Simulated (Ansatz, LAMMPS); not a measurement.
# Amorphous 36HfO2-64SiO2 (mol %) (84 atoms), relaxed: mesh and functional compared

Which bonds does the relaxation leave, and how do the Kohn-Sham gap, forces and pressure change with k-mesh and functional?

Calculated with Ansatz 0.2.0: Kohn-Sham DFT, PBE, PAW (set soft_2), plane waves; cutoff 420 eV, Γ point, fermi-dirac smearing of 0.025 eV.

**The cell**

Density at the start: 4.31 g/cm³. The cell holds 84 atoms: 10 Hf, 18 Si and 56 O. Cell: a = 10.707 Å, b = 10.707 Å, c = 10.707 Å, α = 90.0°, β = 90.0°, γ = 90.0°. 84 atoms (10 Zr, 18 Si, 56 O) placed at random at 3.13 g/cm³, melted at 5000 K for 10 ps at fixed volume with the Morse and Coulomb pair potential with partial charges (Pedone, Malavasi, Menziani, Cormack and Segre, J. Phys. Chem. B 110, 11780 (2006)). Quenched from 5000 K to 300 K at 50 K/ps and fixed volume, held 5 ps, then minimised at fixed cell. Then Zr was replaced by Hf (the potential has no terms for the new elements, so the cell is a start for a DFT relaxation).

Cell and atoms were relaxed with PBE. The walk converged after 12 steps by the program's count, with a largest force component of 0.0225 eV/Å; it began at an r.m.s. force component of 1.1 eV/Å. The edges went from 10.707, 10.707, 10.707 to 10.712, 10.769, 10.183 Å, and the volume from 14.613 to 13.972 Å³ an atom (-4.4 %).

The input of the reference single point:

```yaml
crystal:
  lattice:
    - [10.71013, -0.0222, -0.20658]
    - [-0.0222, 10.76908, -0.08444]
    - [-0.20658, -0.08444, 10.1802]
  atoms:
    - { symbol: Hf, position: [0.94846, 0.6118, 0.54599] }
    - { symbol: Hf, position: [0.176, 0.17862, 0.94184] }
    - { symbol: Hf, position: [0.58075, 0.81125, 0.23395] }
    - { symbol: Hf, position: [0.24703, 0.2817, 0.23836] }
    [... 78 atom lines left out ...]
    - { symbol: O, position: [0.24884, 0.32366, 0.58376] }
    - { symbol: O, position: [0.71575, 0.4189, 0.17727] }
kpoints:
  mp_grid: { grid: [1, 1, 1] }
hamiltonian:
  xc: pbe
scf:
  occupations: { method: fermi_dirac, width: 0.025 }
output:
  forces: true
  stress: true
  populations: true
  dos:
    method: { smearing: { sigma: 0.08 } }
    de: 0.05
    projected: { site_lists: { Hf: [Hf], O: [O], Si: [Si] } }
  eigenvalues: true
  write_density: true
  write_potential: true
  volumetric_format: npy
```

**Bonds after relaxation**

Bonds by pair of elements; cutoffs follow the first minimum of g(r), held within bounds set by covalent radii, and pairs that aren't listed don't count as bonded:

| pair A-B | cutoff (Å) | bonds | mean length (Å) | spread (Å) | shortest (Å) | B about A | A about B |
| --- | --- | --- | --- | --- | --- | --- | --- |
| O-Si | 2.08 | 72 | 1.64 | 0.028 | 1.58 | 1.29 | 4 |
| O-Hf | 2.82 | 54 | 2.09 | 0.144 | 1.91 | 0.964 | 5.4 |

How many atoms have how many bonded neighbours:

| element | mean | 2 | 3 | 4 | 5 | 6 |
| --- | --- | --- | --- | --- | --- | --- |
| Hf | 5.4 | 0 | 0 | 0 | 6 | 4 |
| O | 2.25 | 42 | 14 | 0 | 0 | 0 |
| Si | 4 | 0 | 0 | 18 | 0 | 0 |

**Levels of theory**

Single points at the relaxed geometry:

| functional | k-mesh | Kohn-Sham gap (eV) | pressure (GPa) | r.m.s. force component (eV/Å) | SCF cycles | time |
| --- | --- | --- | --- | --- | --- | --- |
| PBE | 1×1×1 | 4.268 | 0.00 | 0.006 | 10 | 7.1 s |
| PBE | 2×2×2 | 4.266 | 0.01 | 0.008 | 10 | 66 s |
| HSE06 | 1×1×1 | 5.928 | -4.72 | 0.181 | 21 | 2.2 min |
| r2SCAN | 1×1×1 | 4.785 | -4.79 | 0.139 | 10 | 17 s |
| PBEsol | 1×1×1 | 4.186 | -3.60 | 0.083 | 12 | 8.1 s |

The gap is that between the highest filled and lowest empty Kohn-Sham level on the run's k-points. Cutoffs: 420 eV for PBE, HSE06 and PBEsol; 500 eV for r2SCAN. Times come from shared hosts and are rough.

**Findings**

By these cutoffs 60 % of Hf atoms have 5, 75 % of O atoms have 2 and 100 % of Si atoms have 4 neighbours. The Kohn-Sham gap is 4.27 eV with PBE on the 1×1×1 mesh and 4.27 eV on 2×2×2. On the 1×1×1 mesh HSE06 changes the gap by +1.66 eV against PBE. Carrying that shift over to the 2×2×2 mesh gives 4.27 + 1.66 = 5.93 eV, an estimate that takes the shift to be alike at all k-points. On the reference's mesh the gap changes with r2SCAN by +0.52 eV and PBEsol by -0.08 eV. Against the reference the pressure changes with HSE06 by -4.7 GPa, r2SCAN by -4.8 GPa and PBEsol by -3.6 GPa; a negative change means a smaller volume than PBE would take. The denser mesh moves the energy by -0.7 meV/atom and the pressure by +0.01 GPa.

Limits: All single points share the geometry relaxed with PBE. The volume changed by -4.4 % on relaxing; in so small a cell, on this mesh and at this cutoff, the relaxed density is rough. One sample; tail or defect levels can set the gap of a disordered cell. The quench rate of 50 K/ps is many orders above laboratory rates, so the cell is likely richer in defects and strain than a real sample. The network of bonds at the start is that of the classical potential that made the cell, and needn't be the one that DFT or experiment would give. Spin–orbit coupling is left out, which matters for the levels of the heavy elements. In some runs the program notes that it cut back its work space to fit the memory limit, the exchange threshold is loose for the stress and the SCF threshold is loose for the stress.

[Logs are printed without paths, hosts, clocks, repeated set-up lines and the standing remarks that a program may print on its own settings, such as how far it seeks lower states.]

[Hosts, paths, dates, database ids (printed as entryN), source tags and the programs' standing remarks are cut or masked in the printed files.]
